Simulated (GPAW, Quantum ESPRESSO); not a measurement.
## N K ELNES/XANES of BN (P6_3/mmc) from DFT

Do two independent programs agree on the N K edge of BN (P6_3/mmc)? The same cell and functional are run with XSpectra and with GPAW.

Main program and level: Quantum ESPRESSO 7.5; core-hole supercells, plane-wave PAW PBE (first program; GPAW 26.7.0 follows as the second).

Report form: the programs' logs are mostly left out.

The database entry behind the starting cell differs from later determinations by our own check (about 0.3 % short, minor phase), so it need not match the best structure at ambient conditions.

### Step 1. The starting structure

It takes space group P6_3/mmc (No. 194, hexagonal). Conventional cell: a = 2.498 Å, b = 2.498 Å, c = 6.636 Å, α = 90.00°, β = 90.00°, γ = 120.00°. Nearest to N lie 3 B at 1.44 Å. B has 3 N at 1.44 Å nearest. Farther neighbours and most contacts between anions are not listed.

### Step 2. The field without a hole (Quantum ESPRESSO)

The ground state comes first: it tells whether the system has a gap, which decides how the excited electron is treated.

The PAW data sets are made with ld1.x, with reconstruction data.

Contents of scf.in:

```
&control
   calculation='scf', prefix='x', pseudo_dir='../pp', outdir='tmp', tprnfor=.true.
/
&system
   ibrav=0, nat=4, ntyp=3, nbnd=12
   ecutwfc=46, ecutrho=360
   occupations='smearing', smearing='mv', degauss=0.015
/
&electrons
   conv_thr=4.0e-08, electron_maxstep=120
   mixing_beta=0.5
/
ATOMIC_SPECIES
N3 1.0 N.pbe-n-kjpaw.UPF
N 1.0 N.pbe-n-kjpaw.UPF
B 1.0 B.pbe-n-kjpaw.UPF
CELL_PARAMETERS angstrom
  2.49824000 0.00000000 0.00000000
  -1.24912000 2.16353930 0.00000000
  0.00000000 0.00000000 6.63570000
ATOMIC_POSITIONS crystal
N3   0.66666667 0.33333333 0.25000000
N    0.33333333 0.66666667 0.75000000
B    0.66666667 0.33333333 0.75000000
B    0.33333333 0.66666667 0.25000000
K_POINTS automatic
12 12 4 0 0 0
```

Launch:

```sh
> OMP_NUM_THREADS=1 mpirun --oversubscribe --bind-to none -np 4 pw.x -nk 4 -in scf.in > scf.out
```

The job ended after 5.3 s (4 MPI ranks of Arm Neoverse V1, shared host; peak memory 0.07 GiB).

Absorbing atoms carry a label of their own (element plus a letter or digit), as the spectrum program needs them as separate species.

The mesh shows a gap of 4.30 eV, so the hole is first treated in a charged cell, without the excited electron.

### Step 3. Spectrum without a core hole, N atom 1 (Quantum ESPRESSO)

Without a hole the spectrum is the empty density of states of the right symmetry on the absorber, weighted by matrix elements. It needs only the small cell and serves as the baseline.

The absorber has 3 B at 1.44 Å (trigonal planar, site symmetry -6m2).

Contents of xspectra.in:

```
&input_xspectra
   calculation='xanes_dipole', edge='K'
   prefix='x', outdir='tmp', xiabs=1, xe0=6.9308
   xonly_plot=.false., x_save_file='xanes.sav'
   xniter=3000, xcheck_conv=20, xerror=0.005
   xcoordcrys=.false., xepsilon(1)=1, xepsilon(2)=0, xepsilon(3)=0
/
&plot
   xnepoint=413, xemin=-10, xemax=45, terminator=.true., cut_occ_states=.true.
   xgamma=0.4
/
&pseudos
   filecore='../N.wfc'
/
&cut_occ
   cut_desmooth=0.1, cut_stepl=0.05, cut_stepu=0.05, cut_ierror=1e-5
/
10 10 4 0 0 0
```

Launch:

```sh
> OMP_NUM_THREADS=1 mpirun --oversubscribe --bind-to none -np 4 xspectra.x -nk 4 -in xspectra.in > xspectra.out
```

The job ended after 35 s (4 MPI ranks; peak memory 0.07 GiB).

The N K spectrum, N atom 1, no core hole (energy from the lowest empty level; intensity scaled to a mean of 1 over the first 20 eV; the points at xe0, where the cut of filled states can leave a spike, are interpolated; polarised curves are means over the symmetry-equivalent atoms):

| E (eV) | isotropic | ε ⊥ c | ε ∥ c |
| --- | --- | --- | --- |
| -2.0 | 0.03 | 0.02 | 0.07 |
| -1.4 | 0.04 | 0.02 | 0.09 |
| -0.8 | 0.06 | 0.02 | 0.13 |
| -0.2 | 0.09 | 0.02 | 0.24 |
| 0.4 | 0.21 | 0.03 | 0.56 |
| 1.0 | 0.40 | 0.04 | 1.12 |
| 1.6 | 0.52 | 0.05 | 1.46 |
| 2.2 | 0.58 | 0.07 | 1.61 |
| 2.8 | 0.73 | 0.10 | 1.99 |
| 3.4 | 0.75 | 0.13 | 2.01 |
| 4.0 | 0.79 | 0.13 | 2.09 |
| 4.6 | 0.72 | 0.18 | 1.78 |
| 5.2 | 0.78 | 0.27 | 1.80 |
| 5.8 | 0.58 | 0.34 | 1.07 |
| 6.4 | 0.69 | 0.57 | 0.93 |
| 7.0 | 0.80 | 0.78 | 0.84 |
| 7.6 | 1.00 | 1.12 | 0.78 |
| 8.2 | 1.39 | 1.53 | 1.11 |
| 8.8 | 1.45 | 1.74 | 0.89 |
| 9.4 | 1.36 | 1.68 | 0.72 |
| 10.0 | 0.87 | 1.08 | 0.46 |
| 10.6 | 0.83 | 1.09 | 0.30 |
| 11.2 | 0.87 | 1.16 | 0.30 |
| 11.8 | 0.69 | 0.92 | 0.23 |
| 12.4 | 0.83 | 1.15 | 0.20 |
| 13.0 | 0.94 | 1.30 | 0.21 |
| 13.6 | 1.15 | 1.54 | 0.36 |
| 14.2 | 1.15 | 1.39 | 0.65 |
| 14.8 | 1.29 | 1.58 | 0.69 |
| 15.4 | 1.45 | 1.90 | 0.56 |
| 16.0 | 2.05 | 2.71 | 0.74 |
| 16.6 | 2.02 | 2.74 | 0.57 |
| 17.2 | 1.80 | 2.36 | 0.66 |
| 17.8 | 1.34 | 1.52 | 1.00 |
| 18.4 | 1.29 | 1.27 | 1.34 |
| 19.0 | 1.03 | 0.95 | 1.19 |
| 19.6 | 0.79 | 0.71 | 0.94 |
| 20.2 | 0.55 | 0.49 | 0.68 |
| 20.8 | 0.54 | 0.51 | 0.61 |
| 21.4 | 0.42 | 0.41 | 0.44 |
| 22.0 | 0.49 | 0.53 | 0.42 |
| 22.6 | 0.54 | 0.65 | 0.31 |
| 23.2 | 0.63 | 0.84 | 0.22 |
| 23.8 | 0.58 | 0.75 | 0.25 |
| 24.4 | 0.46 | 0.53 | 0.34 |
| 25.0 | 0.54 | 0.62 | 0.38 |
| 25.6 | 0.54 | 0.60 | 0.41 |
| 26.2 | 0.58 | 0.65 | 0.45 |
| 26.8 | 0.53 | 0.50 | 0.58 |
| 27.4 | 0.49 | 0.35 | 0.77 |
| 28.0 | 0.46 | 0.24 | 0.89 |
| 28.6 | 0.45 | 0.23 | 0.87 |
| 29.2 | 0.53 | 0.25 | 1.07 |
| 29.8 | 0.45 | 0.22 | 0.93 |
| 30.4 | 0.41 | 0.21 | 0.79 |
| 31.0 | 0.52 | 0.23 | 1.11 |
| 31.6 | 0.44 | 0.25 | 0.83 |

Main maxima below 24 eV (height): 4.0 eV (0.79), 8.5 eV (1.51), 11.1 eV (0.91), 13.5 eV (1.17), 14.7 eV (1.30) and 16.3 eV (2.16). A K edge sees empty p states; at this planar three-fold site the curve for the electric vector normal to the plane peaks at 4.0 eV, where it is mainly π* that absorbs: that direction carries over 70 % of the weight there.

### Step 4. Another broadening

The final state's lifetime shortens with energy, so measured features broaden above the edge; the saved Lanczos coefficients are redrawn with a width that grows.

Contents of xspectra_plot.in:

```
&input_xspectra
   calculation='xanes_dipole', edge='K'
   prefix='x', outdir='tmp', xiabs=1, xe0=6.9308
   xonly_plot=.true., x_save_file='xanes.sav'
   xniter=3000, xcheck_conv=20, xerror=0.005
   xcoordcrys=.false., xepsilon(1)=1, xepsilon(2)=0, xepsilon(3)=0
/
&plot
   xnepoint=413, xemin=-10, xemax=45, terminator=.true., cut_occ_states=.true.
   gamma_mode='variable', gamma_energy(1)=4, gamma_energy(2)=25, gamma_value(1)=0.3, gamma_value(2)=2.5
/
&pseudos
   filecore='../N.wfc'
/
&cut_occ
   cut_desmooth=0.1, cut_stepl=0.05, cut_stepu=0.05, cut_ierror=1e-5
/
10 10 4 0 0 0
```

Launch:

```sh
> OMP_NUM_THREADS=1 xspectra.x -in xspectra_plot.in > xspectra_plot.out
```

The job ended after 7.3 s (1 MPI rank; peak memory 0.05 GiB).

With a Lorentzian half width 0.3 eV up to 4 eV, rising linearly to 2.5 eV at 25 eV (counted from xe0, 2.2 eV below the zero used here), the maxima are 4.0 eV (0.83), 8.7 eV (1.30) and 16.2 eV (1.47).

### Step 5. Supercell without a hole, the energy reference (Quantum ESPRESSO)

The photon energy needs a difference of total energies, so the cell and mesh of the coming hole run are first run without a hole.

Contents of scf.in:

```
&control
   calculation='scf', prefix='x', pseudo_dir='../pp', outdir='tmp', tprnfor=.true.
/
&system
   ibrav=0, nat=28, ntyp=2, nbnd=60
   ecutwfc=46, ecutrho=360
   occupations='fixed'
/
&electrons
   conv_thr=2.8e-07, electron_maxstep=120
   mixing_beta=0.5
/
ATOMIC_SPECIES
N 1.0 N.pbe-n-kjpaw.UPF
B 1.0 B.pbe-n-kjpaw.UPF
CELL_PARAMETERS angstrom
  6.24560000 2.16353930 0.00000000
  -4.99648000 4.32707861 0.00000000
  0.00000000 0.00000000 6.63570000
ATOMIC_POSITIONS crystal
N    0.23809524 0.04761905 0.25000000
N    0.38095238 0.47619048 0.25000000
N    0.52380952 0.90476190 0.25000000
N    0.66666667 0.33333333 0.25000000
N    0.80952381 0.76190476 0.25000000
N    0.95238095 0.19047619 0.25000000
N    0.09523810 0.61904762 0.25000000
N    0.19047619 0.23809524 0.75000000
[... 16 atom lines left out ...]
B    0.61904762 0.52380952 0.25000000
B    0.76190476 0.95238095 0.25000000
B    0.90476190 0.38095238 0.25000000
B    0.04761905 0.80952381 0.25000000
K_POINTS automatic
3 3 3 0 0 0
```

Launch:

```sh
> OMP_NUM_THREADS=1 mpirun --oversubscribe --bind-to none -np 4 pw.x -nk 4 -in scf.in > scf.out
```

Wall time 42 s (4 MPI ranks); peak memory 0.24 GiB.

Reference energy: -30362.550 eV with the cores included.

### Step 6. The atom with a core hole (Quantum ESPRESSO)

The final state has one core electron fewer, so a PAW data set is made for an atom with that hole.

Contents of N.pbe-n-kjpaw-1sch.ld1.in:

```
&input
   title='N', zed=7., rel=1, iswitch=3, dft='PBE',
   config='1s1 2s2 2p4'
/
&inputp
   file_pseudopw='N.pbe-n-kjpaw-1sch.UPF', author='',
   lpaw=.true.,
   pseudotype=3,
   lloc=-1,
   rcloc=1.2,
   which_augfun='PSQ',
   rmatch_augfun_nc=.true.,
   nlcc=.true.,
   new_core_ps=.true.,
   rcore=0.7,
   tm=.true.,
   zval=6,
   lgipaw_reconstruction=.true., use_paw_as_gipaw=.true.
/
4
2S  1  0  2.00  0.00  1.00  1.30  0.0
2S  1  0  0.00  2.00  1.00  1.30  0.0
2P  2  1  4.00  0.00  0.90  1.35  0.0
2P  2  1  0.00  0.05  0.90  1.35  0.0
```

Launch:

```sh
> ld1.x < N.pbe-n-kjpaw-1sch.ld1.in > N.pbe-n-kjpaw-1sch.ld1.out
```

Wall time 0.66 s (1 MPI rank); peak memory 0.12 GiB.

Removing the core electron and adding it to the valence shell costs the free atom 403.3 eV.

### Step 7. Supercell with FCH, N atom 1 (Quantum ESPRESSO)

The holes are 6.6 Å apart. The excited electron is left out and a uniform background balances the charge.

Edit scf.in of step 5 so:

```diff
@@ -4,5 +4,6 @@
 &system
-   ibrav=0, nat=28, ntyp=2, nbnd=60
+   ibrav=0, nat=28, ntyp=3, nbnd=60
    ecutwfc=46, ecutrho=360
    occupations='fixed'
+   tot_charge=1
 /
@@ -13,2 +14,3 @@
 ATOMIC_SPECIES
+N0 1.0 N.pbe-n-kjpaw-1sch.UPF
 N 1.0 N.pbe-n-kjpaw.UPF
@@ -20,3 +22,3 @@
 ATOMIC_POSITIONS crystal
-N    0.23809524 0.04761905 0.25000000
+N0   0.23809524 0.04761905 0.25000000
 N    0.38095238 0.47619048 0.25000000
```

Launch:

```sh
> OMP_NUM_THREADS=1 mpirun --oversubscribe --bind-to none -np 4 pw.x -nk 4 -in scf.in > scf.out
```

Run time: 63 s. Hardware: 4 MPI ranks; peak memory 0.26 GiB; 4.2 min of CPU time.

Energy with the hole: -29964.196 eV, cores included.

### Step 8. Spectrum with FCH, N atom 1 (Quantum ESPRESSO)

The Lanczos recursion gives the spectrum without computing empty bands; each polarisation needs a run of its own on the full k mesh. xe0 is set between filled and empty states, and states below it are cut. The file of filecore holds the core orbital, taken from the hole-free data set.

Edit xspectra.in of step 3 so:

```diff
@@ -2,3 +2,3 @@
    calculation='xanes_dipole', edge='K'
-   prefix='x', outdir='tmp', xiabs=1, xe0=6.9308
+   prefix='x', outdir='tmp', xiabs=1, xe0=7.1126
    xonly_plot=.false., x_save_file='xanes.sav'
@@ -17,2 +17,2 @@
 /
-10 10 4 0 0 0
+4 4 4 0 0 0
```

xspectra_1.in, as its differences from xspectra.in of step 8:

```diff
@@ -5,3 +5,3 @@
    xniter=3000, xcheck_conv=20, xerror=0.005
-   xcoordcrys=.false., xepsilon(1)=1, xepsilon(2)=0, xepsilon(3)=0
+   xcoordcrys=.false., xepsilon(1)=0, xepsilon(2)=0, xepsilon(3)=1
 /
```

Launch:

```sh
> OMP_NUM_THREADS=1 mpirun --oversubscribe --bind-to none -np 4 xspectra.x -nk 4 -in xspectra.in > xspectra.out
```

Elapsed: 3.1 min, on 4 MPI ranks; peak memory 0.19 GiB; 13 min of CPU time.

The N K spectrum, N atom 1, full core hole (charged cell) (energy from the lowest empty level; intensity scaled to a mean of 1 over the first 20 eV; the points at xe0, where the cut of filled states can leave a spike, are interpolated; polarised curves are means over the symmetry-equivalent atoms):

| E (eV) | isotropic | ε ⊥ c | ε ∥ c |
| --- | --- | --- | --- |
| -2.0 | 0.06 | 0.03 | 0.12 |
| -1.0 | 0.12 | 0.04 | 0.29 |
| 0.0 | 0.57 | 0.05 | 1.61 |
| 1.0 | 0.73 | 0.07 | 2.06 |
| 2.0 | 0.71 | 0.13 | 1.87 |
| 3.0 | 0.61 | 0.31 | 1.21 |
| 4.0 | 0.75 | 0.58 | 1.09 |
| 5.0 | 1.11 | 1.37 | 0.58 |
| 6.0 | 1.81 | 2.51 | 0.40 |
| 7.0 | 1.98 | 2.78 | 0.37 |
| 8.0 | 1.83 | 2.47 | 0.56 |
| 9.0 | 1.17 | 1.53 | 0.44 |
| 10.0 | 0.75 | 0.95 | 0.35 |
| 11.0 | 1.06 | 1.45 | 0.26 |
| 12.0 | 0.84 | 1.17 | 0.19 |
| 13.0 | 1.08 | 1.53 | 0.19 |
| 14.0 | 1.24 | 1.58 | 0.56 |
| 15.0 | 1.31 | 1.61 | 0.71 |
| 16.0 | 0.87 | 0.97 | 0.65 |
| 17.0 | 0.60 | 0.54 | 0.74 |
| 18.0 | 0.61 | 0.32 | 1.20 |
| 19.0 | 0.51 | 0.31 | 0.90 |
| 20.0 | 0.34 | 0.26 | 0.48 |
| 21.0 | 0.30 | 0.27 | 0.37 |
| 22.0 | 0.37 | 0.41 | 0.29 |
| 23.0 | 0.38 | 0.45 | 0.24 |
| 24.0 | 0.24 | 0.26 | 0.21 |
| 25.0 | 0.42 | 0.43 | 0.39 |
| 26.0 | 0.40 | 0.31 | 0.56 |
| 27.0 | 0.36 | 0.21 | 0.66 |
| 28.0 | 0.38 | 0.16 | 0.82 |
| 29.0 | 0.43 | 0.17 | 0.95 |
| 30.0 | 0.33 | 0.17 | 0.66 |
| 31.0 | 0.34 | 0.22 | 0.59 |
| 32.0 | 0.32 | 0.29 | 0.39 |

Main maxima below 24 eV (height): 0.8 eV (0.77), 2.0 eV (0.71), 3.7 eV (0.78), 6.5 eV (2.18), 10.9 eV (1.06) and 15.2 eV (1.34). A K edge sees empty p states; at this planar three-fold site the curve for the electric vector normal to the plane peaks at 0.8 eV, where it is mainly π* that absorbs: that direction carries over 70 % of the weight there.

The hole costs E(hole) − E(ground) = 398.35 eV, and the lowest empty level of the hole cell lies at 8.86 eV, which puts the zero at 407.21 eV. One term is added: -7.82 eV, since the hole is spin-paired here and a spin-polarised one costs that much less in the free atom (computed apart). The photon energy is then 399.39 eV. The functional and the charged cell's background leave an error of a few eV in such absolute values.

### Step 9. Another broadening

Edit xspectra_plot.in of step 4 so:

```diff
@@ -2,3 +2,3 @@
    calculation='xanes_dipole', edge='K'
-   prefix='x', outdir='tmp', xiabs=1, xe0=6.9308
+   prefix='x', outdir='tmp', xiabs=1, xe0=7.1126
    xonly_plot=.true., x_save_file='xanes.sav'
@@ -17,2 +17,2 @@
 /
-10 10 4 0 0 0
+4 4 4 0 0 0
```

Launch:

```sh
> OMP_NUM_THREADS=1 xspectra.x -in xspectra_plot.in > xspectra_plot.out
```

Wall time 2.3 s (1 MPI rank); peak memory 0.05 GiB.

With a Lorentzian half width 0.3 eV up to 4 eV, rising linearly to 2.5 eV at 25 eV (counted from xe0, 1.7 eV below the zero used here), the maxima are 0.8 eV (0.87), 2.0 eV (0.78), 6.5 eV (1.91) and 14.0 eV (1.05).

### Step 10. Supercell with XCH, N atom 1 (Quantum ESPRESSO)

The holes are 6.6 Å apart. The excited electron is kept in the cell, where it fills the lowest empty states and screens the hole.

Changed against the first core-hole run: core hole to XCH.

Edit scf.in of step 7 so:

```diff
@@ -4,6 +4,5 @@
 &system
-   ibrav=0, nat=28, ntyp=3, nbnd=60
+   ibrav=0, nat=28, ntyp=3, nbnd=70
    ecutwfc=46, ecutrho=360
-   occupations='fixed'
-   tot_charge=1
+   occupations='smearing', smearing='gaussian', degauss=0.003
 /
```

Launch:

```sh
> OMP_NUM_THREADS=1 mpirun --oversubscribe --bind-to none -np 4 pw.x -nk 4 -in scf.in > scf.out
```

It took 75 s on 4 MPI ranks; peak memory 0.26 GiB; 5 min of CPU time.

Energy with the hole: -29955.123 eV, cores included.

### Step 11. Excitation energy, N atom 1 (Quantum ESPRESSO)

With the excited electron kept in the cell the system stays neutral, and the energy difference is an excitation energy by itself. In a small cell that electron takes up a good share of the lowest empty band, or all of one, which shifts the value from the true onset.

The total-energy difference is 407.43 eV. With the free-atom term of -7.82 eV for this edge, the photon energy is 399.61 eV.

### Step 12. Ground state of the crystal (GPAW)

The second program starts from its own ground state, on the same cell and functional.

Contents of scf.py:

```python
import numpy as np
from ase import Atoms
from ase.parallel import parprint, paropen
from gpaw import GPAW, PW, FermiDirac, Mixer, MixerDif, setup_paths
from gpaw.test import gen
setup_paths.insert(0, '.')
gen('N', name='nch1s', xcname='PBE', corehole=(1, 0, 0), write_xml=True)
from gpaw.mpi import world
world.barrier()

atoms = Atoms('N2B2',
    cell=[[2.49824, 0, 0],
     [-1.24912, 2.1635393, 0],
     [0, 0, 6.6357]],
    scaled_positions=[[0.66666667, 0.33333333, 0.25],
     [0.33333333, 0.66666667, 0.75],
     [0.66666667, 0.33333333, 0.75],
     [0.33333333, 0.66666667, 0.25]],
    pbc=True)
atoms.calc = calc = GPAW(legacy_gpaw=True, mode=PW(500, force_complex_dtype=True), xc='PBE', setups={0: 'nch1s'},
    kpts={'size': (11, 11, 4), 'gamma': True}, occupations=FermiDirac(0.05),
    charge=0, mixer=Mixer(0.1, 5, 50), maxiter=150,
    convergence={'density': 0.0001, 'eigenstates': 1e-6}, txt='scf.txt')
energy = atoms.get_potential_energy() + calc.get_reference_energy()
ef = calc.get_fermi_level()
out = dict(energy=energy, fermi=ef, forces=atoms.get_forces().tolist())
parprint(f'all-electron energy {energy:.4f} eV, Fermi level {ef:.4f} eV')
ev = np.array([[calc.get_eigenvalues(k, s) for k in range(len(calc.get_ibz_k_points()))] for s in range(calc.get_number_of_spins())])
out['homo'], out['lumo'], out['counts'] = ev[ev < ef].max(), ev[ev > ef].min(), sorted(set((ev < ef).sum((0, 2)).tolist()))
out['filled'] = (ev[:, 0] < ef).sum(1).tolist()
import json
with paropen('out.json', 'w') as f:
    json.dump(out, f)
```

Launch:

```sh
> OMP_NUM_THREADS=1 mpirun -n 4 gpaw python scf.py
```

Wall time 10 s (4 MPI ranks); peak memory 0.18 GiB; 40 s of CPU time.

The mesh shows a gap of 4.32 eV, so the hole is first treated in a charged cell, without the excited electron.

[end of part 1 of 3]

[Logs are printed without paths, hosts, clocks, repeated set-up lines and the standing remarks that a program may print on its own settings, such as how far it seeks lower states.]

[Hosts, paths, dates, database ids (printed as entryN), source tags and the programs' standing remarks are cut or masked in the printed files.]

[Lists of maxima count a maximum above −3 eV only where it reaches 4 % of the highest in the window and stands out from its surroundings by 2 % of it (1.5 % where it reaches 55 %); shoulders and weaker maxima are passed over, and of the rest the first, up to two pre-edge ones and the few strongest are named.]
